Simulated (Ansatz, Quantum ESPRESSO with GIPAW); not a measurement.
# Solid-state NMR of CdS (Greenockite) by GIPAW

Aim: the magnetic shielding tensor of every site in CdS (Greenockite) and the field gradients at its nuclei.

Calculated with Quantum ESPRESSO with GIPAW 8.0dev (patched build); DFT, PBE, plane-wave PAW (pslibrary 1.0.0 recipes), scalar-relativistic, GIPAW; a patched development version of the program.

### Step 1. The structure

The structure is hexagonal, space group P6_3mc (No. 186). Conventional cell: a = 4.150 Å, b = 4.150 Å, c = 6.737 Å, α = 90.00°, β = 90.00°, γ = 120.00°. Nearest to Cd lie 4 S at 2.54 Å. Nearest to S lie 4 Cd at 2.54 Å. Farther neighbours and most contacts between anions are not listed.

As a file:

```cif
data_structure
_symmetry_space_group_name_H-M 'P 1'
_symmetry_Int_Tables_number 1
_cell_length_a 4.1500
_cell_length_b 4.1500
_cell_length_c 6.7370
_cell_angle_alpha 90.000
_cell_angle_beta 90.000
_cell_angle_gamma 120.000
_cell_volume 100.48
loop_
_atom_site_label
_atom_site_type_symbol
_atom_site_fract_x
_atom_site_fract_y
_atom_site_fract_z
_atom_site_occupancy
Cd1 Cd 0.66667 0.33333 0.49906 1
Cd2 Cd 0.33333 0.66667 0.99906 1
S3 S 0.66667 0.33333 0.87594 1
S4 S 0.33333 0.66667 0.37594 1
```

The cell is an entry of the Crystallography Open Database; it need not be the form that is stable at ambient conditions.

This structure had its atoms relaxed beforehand (DFT, PBE, plane-wave PAW (pslibrary 1.0.0 recipes), Quantum ESPRESSO with GIPAW), starting from the database entry, since shieldings follow bond lengths closely.

### Step 2. The SCF step

The shielding is a linear response of the occupied states, which this run provides. It is converged far beyond what an energy needs, since the response uses the wavefunctions themselves. No empty states are asked for: the response is solved without them. The mesh has a spacing of 0.15 Å⁻¹ at most. The PAW files were made with ld1.x from the pslibrary 1.0.0 recipes, with GIPAW reconstruction switched on.

scf.in reads:

```
&control
  calculation = 'scf'
  prefix = 'x'
  outdir = './tmp/'
  pseudo_dir = './'
/
&system
  ibrav = 0
  nat = 4
  ntyp = 2
  ecutwfc = 55
  ecutrho = 640
  nbnd = 18
/
&electrons
  conv_thr = 1.0d-10
  mixing_beta = 0.7
  electron_maxstep = 100
/
ATOMIC_SPECIES
  Cd 112.414 Cd.pbe-n-kjpaw_psl.1.0.0-gipaw.UPF
  S 32.060 S.pbe-n-kjpaw_psl.1.0.0-gipaw.UPF
CELL_PARAMETERS angstrom
  4.15000000 0.00000000 0.00000000
  -2.07500000 3.59400543 0.00000000
  0.00000000 0.00000000 6.73700000
ATOMIC_POSITIONS crystal
  Cd 0.66666667 0.33333333 0.49906037
  Cd 0.33333333 0.66666667 -0.00093963
  S 0.66666667 0.33333333 0.87593963
  S 0.33333333 0.66666667 0.37593963
K_POINTS automatic
  12 12 7 0 0 0
```

Launch:

```sh
$ mpirun -np 4 pw.x -nk 4 -in scf.in > scf.out
```

The log of the run:

```text
[...]
as large as its charge; the limit is 4.5
     Functions over the limit replaced by smooth ones with the moment of the charge, as mend_augmentation asks: 1
     This moves results (see INPUT_PW). Waves and levels in the save fit builds from 8.0dev_s219 on
     using ibrav=0 with symmetry is DISCOURAGED, use correct ibrav instead

     bravais-lattice index     =            0
     lattice parameter (alat)  =       7.8424  a.u.
     unit-cell volume          =     678.0941 (a.u.)^3
     number of atoms/cell      =            4
     number of atomic types    =            2
     number of electrons       =        36.00
     number of Kohn-Sham states=           18
     kinetic-energy cutoff     =      55.0000  Ry
     charge density cutoff     =     640.0000  Ry
     scf convergence threshold =      1.0E-10
     mixing beta               =       0.7000
     number of iterations used =            8  plain     mixing
     Exchange-correlation= SLA-PW-PBX-PBC
                           (   1   4   3   4   0   0   0)
[...]
Cd               12.00   112.41400     Cd( 1.00)
     S                 6.00    32.06000     S ( 1.00)

     12 Sym. Ops. (no inversion) found ( 6 have fractional translation)
[...]
number of k points=    76
[...]
Dense  grid:   185407 G-vectors     FFT dimensions: (  64,  64, 108)

     Smooth grid:    37375 G-vectors     FFT dimensions: (  40,  40,  64)

     Initial potential from superposition of free atoms

     starting charge      35.9902, renormalised to      36.0000
     Starting wfcs are   26 randomized atomic wfcs

     Self-consistent Calculation

     iteration #  1     ecut=    55.00 Ry     beta= 0.70
     Davidson diagonalization with overlap
     ethr =  1.00E-02,  avg # of iterations =  1.3

     Threshold (ethr) on eigenvalues was too large:
     Diagonalizing with lowered threshold

     Davidson diagonalization with overlap
     ethr =  4.01E-04,  avg # of iterations =  3.9

     total energy              =    -896.33959222 Ry
     estimated scf accuracy    <       0.15084403 Ry

     iteration #  2     ecut=    55.00 Ry     beta= 0.70
     Davidson diagonalization with overlap
     ethr =  4.19E-04,  avg # of iterations =  3.0

     total energy              =    -896.38550202 Ry
     estimated scf accuracy    <       0.00792436 Ry

     iteration #  3     ecut=    55.00 Ry     beta= 0.70
[...]
total energy              =    -896.38888945 Ry
     estimated scf accuracy    <       0.00575976 Ry

[...]
total energy              =    -896.39091858 Ry
[...]
iteration # 22     ecut=    55.00 Ry     beta= 0.70
     Davidson diagonalization with overlap
     ethr =  3.78E-12,  avg # of iterations =  1.2

     total energy              =    -896.39091858 Ry
     estimated scf accuracy    <          1.2E-09 Ry

     iteration # 23     ecut=    55.00 Ry     beta= 0.70
     Davidson diagonalization with overlap
     ethr =  3.25E-12,  avg # of iterations =  5.0

     End of self-consistent calculation
     [one-electron energies left out]

!    total energy              =    -896.39091858 Ry
     total all-electron energy =    -23975.692086 Ry
     estimated scf accuracy    <          3.3E-11 Ry

     The total energy is the sum of the following terms:
     one-electron contribution =     -73.32567919 Ry
     hartree contribution      =      66.30518358 Ry
     xc contribution           =     -56.04057221 Ry
     ewald contribution        =    -169.76153487 Ry
     one-center paw contrib.   =    -663.56831589 Ry

     convergence has been achieved in  23 iterations
[...]
JOB DONE.
```

The job ended after 1.8 min (4 MPI ranks of Arm Neoverse V1, shared host; peak memory 1.1 GiB).

It converged in 23 cycles to an estimated accuracy of 3e-11 Ry, on 76 irreducible k-points.

### Step 3. Shieldings

A uniform field breaks periodicity, so gipaw.x applies it as a wave of small q and takes the limit. It solves for the first-order states, builds the induced current and gets the field at each nucleus by Biot–Savart; the PAW spheres add what the smooth waves miss near the nuclei. pawproj makes the reconstruction use the PAW data sets' own projectors.

nmr.in reads:

```
&inputgipaw
  job = 'nmr'
  prefix = 'x'
  tmp_dir = './tmp/'
  restart_mode = 'from_scratch'
  verbosity = 'low'
  q_gipaw = 0.01
  spline_ps = .true.
  conv_threshold = 1.0d-11
  use_nmr_macroscopic_shape = .false.
  pawproj(1) = .true.
  pawproj(2) = .true.
/
```

Launch:

```sh
$ mpirun -np 4 gipaw.x -in nmr.in > nmr.out
```

The log of the run:

```text
[banner, memory and clock lines left out]
[a note of our patched build left out]

     Parallelizing q-star over 1 images

     IMPORTANT: XC functional enforced from input :
     Exchange-correlation= PBE
                           (   1   4   3   4   0   0   0)
     Any further DFT definition will be discarded
     Please, verify this is what you really want

     In Cd.pbe-n-kjpaw_psl.1.0.0-gipaw.UPF the largest augmentation function (projectors 1 and 4, L = 1) is 10.7 times
     as large as its charge; the limit is 4.5
     Functions over the limit replaced by smooth ones with the moment of the charge, as in the saved run: 1

[...]
WARNING: some symmetry operations do not permute x, y and z, so the susceptibility and the shape term are
     wrong: all shieldings move alike (in wurtzite BN nosym gave 13 and 6 ppm more at 3 and 6 points an axis).
     Run pw.x with nosym, and raise the mesh until the susceptibility stays

     alpha_pv=     24.6047 eV

     spline_ps is .false., expect some extrapolation errors

     q-space interpolation up to    66.00 Rydberg

     GIPAW job: nmr
     NMR macroscopic correction: no
[...]
Computing the magnetic susceptibility     isolve=0    ethr=  0.1000E-10
     Starting from scratch
     k-point #    1 of    76      pool #  1    cpu time:       1.7
[...]
End of magnetic susceptibility calculation

     f-sum rule (1st term):
           -31.3362          0.0000         -0.0000
             0.0000        -31.3362          0.0000
             0.0000          0.0000        -31.3360

     f-sum rule (2nd term):
            -0.2627          0.0000         -0.0000
             0.0000         -0.2627          0.0000
             0.0000          0.0000         -0.2630

     f-sum rule (should be   -31.5973):
           -31.5989          0.0000         -0.0000
             0.0000        -31.5989          0.0000
             0.0000          0.0000        -31.5991

[... susceptibilities left out ...]
     Contributions to the NMR chemical shifts: -------------------------------

     Macroscopic shape contribution in ppm:                    0.00
             0.0000          0.0000          0.0000
             0.0000          0.0000          0.0000
             0.0000          0.0000          0.0000

     Core contribution in ppm:

     Atom  1  Cd  pos: (  0.500000  0.288675  0.810161)  core sigma:        4800.30
     Atom  2  Cd  pos: ( -0.000000  0.577350 -0.001525)  core sigma:        4800.30
     Atom  3  S   pos: (  0.500000  0.288675  1.421977)  core sigma:         979.79
     Atom  4  S   pos: ( -0.000000  0.577350  0.610290)  core sigma:         979.79

     Bare contribution in ppm:

     Atom  1  Cd  pos: (  0.500000  0.288675  0.810161)  bare sigma:          64.30
[...]
Atom  2  Cd  pos: ( -0.000000  0.577350 -0.001525)  bare sigma:          64.30
[...]
Atom  3  S   pos: (  0.500000  0.288675  1.421977)  bare sigma:          37.59
[...]
Atom  4  S   pos: ( -0.000000  0.577350  0.610290)  bare sigma:          37.59
[...]
Diamagnetic contribution in ppm:

     Atom  1  Cd  pos: (  0.500000  0.288675  0.810161)  dia sigma:          89.90
[...]
Atom  2  Cd  pos: ( -0.000000  0.577350 -0.001525)  dia sigma:          89.90
[...]
Atom  3  S   pos: (  0.500000  0.288675  1.421977)  dia sigma:          -5.46
[...]
Atom  4  S   pos: ( -0.000000  0.577350  0.610290)  dia sigma:          -5.46
[...]
Paramagnetic contribution in ppm:

     Atom  1  Cd  pos: (  0.500000  0.288675  0.810161)  para sigma:         726.94
[...]
Atom  2  Cd  pos: ( -0.000000  0.577350 -0.001525)  para sigma:         726.94
[...]
Atom  3  S   pos: (  0.500000  0.288675  1.421977)  para sigma:        -472.43
[...]
Atom  4  S   pos: ( -0.000000  0.577350  0.610290)  para sigma:        -472.43
[...]
Paramagnetic US occ-occ contribution in ppm:

     Atom  1  Cd  pos: (  0.500000  0.288675  0.810161)  para_oo sigma:          -4.72
[...]
Atom  2  Cd  pos: ( -0.000000  0.577350 -0.001525)  para_oo sigma:          -4.72
[...]
Atom  3  S   pos: (  0.500000  0.288675  1.421977)  para_oo sigma:          -9.61
[...]
Atom  4  S   pos: ( -0.000000  0.577350  0.610290)  para_oo sigma:          -9.61
[...]
Paramagnetic US L_R Q_R contribution in ppm:

     Atom  1  Cd  pos: (  0.500000  0.288675  0.810161)  para_lq sigma:       -2657.76
[...]
Atom  2  Cd  pos: ( -0.000000  0.577350 -0.001525)  para_lq sigma:       -2657.76
[...]
Atom  3  S   pos: (  0.500000  0.288675  1.421977)  para_lq sigma:         132.60
[...]
Atom  4  S   pos: ( -0.000000  0.577350  0.610290)  para_lq sigma:         132.60
[...]
Total NMR chemical shifts in ppm: ---------------------------------------
     (adopting the Simpson convention for anisotropy and asymmetry)-----------

     Atom  1  Cd  pos: (  0.500000  0.288675  0.810161)  Total sigma:        3018.95
          3033.3893         -0.0000          0.0000
            -0.0000       3033.3893         -0.0000
             0.0000         -0.0000       2990.0738

     Cd      1    anisotropy:    -43.32    eta:    0.0000
[...]
Atom  2  Cd  pos: ( -0.000000  0.577350 -0.001525)  Total sigma:        3018.95
[... its tensor is left out ...]
     Atom  3  S   pos: (  0.500000  0.288675  1.421977)  Total sigma:         662.48
           651.2906          0.0000          0.0000
             0.0000        651.2906         -0.0000
             0.0000         -0.0000        684.8540

     S       3    anisotropy:     33.56    eta:    0.0000
[...]
Atom  4  S   pos: ( -0.000000  0.577350  0.610290)  Total sigma:         662.48
[... its tensor is left out ...]
```

Run time: 18 min. Hardware: 4 MPI ranks; peak memory 0.76 GiB; 71 min of CPU time.

The f-sum rule is met to 0.0018 of 31.6 (0.006 %). Converged shieldings require that this miss be small, but a small miss does not prove them. gipaw.x warns that with these symmetry operations the susceptibility and the shape term are unreliable; the other terms are not touched. This build smooths some augmentation functions of the files as it reads them, which, it says, moves results; by how much was not measured here.

From the symmetric part of each tensor, with principal values σ11 ≤ σ22 ≤ σ33: σ_iso is their mean, the span is σ33 − σ11 and the skew 3(σ_iso − σ22)/span. (gipaw.x prints an anisotropy in another convention.)

| site | atom no. | atoms in cell | σ_iso (ppm) | span (ppm) | skew |
| --- | --- | --- | --- | --- | --- |
| Cd | 1 | 2 | 3019 | 43 | -1.00 |
| S | 3 | 2 | 662.5 | 33.6 | 1.00 |

The macroscopic shape term is switched off. For a spherical sample the valence susceptibility of this run would add about 10 ppm to every site, a rough estimate, since the susceptibility converges slowly and lacks part of the PAW terms, above all in hexagonal and trigonal cells. Differences within the crystal don't depend on it, but shieldings of different compounds can't be compared to better than a few ppm without it.

An axis of order three or more runs through Cd and S, so two principal values coincide and the skew is ±1. In this run the largest span among the lighter atoms is that of S (site symmetry 3m), with principal values 651.3, 651.3 and 684.9 ppm.

[end of part 1 of 2]

[Banner, clock, file and message-heading lines were taken out of the pw.x and gipaw.x logs.]

[Logs are printed without paths, hosts, clocks, repeated set-up lines and the standing remarks that a program may print on its own settings, such as how far it seeks lower states.]

[Hosts, paths, dates, database ids (printed as entryN), source tags and the programs' standing remarks are cut or masked in the printed files.]

[Where no reference line passes its bar on scatter, no shift is given, so a measured shift of this compound may stand uncompared.]
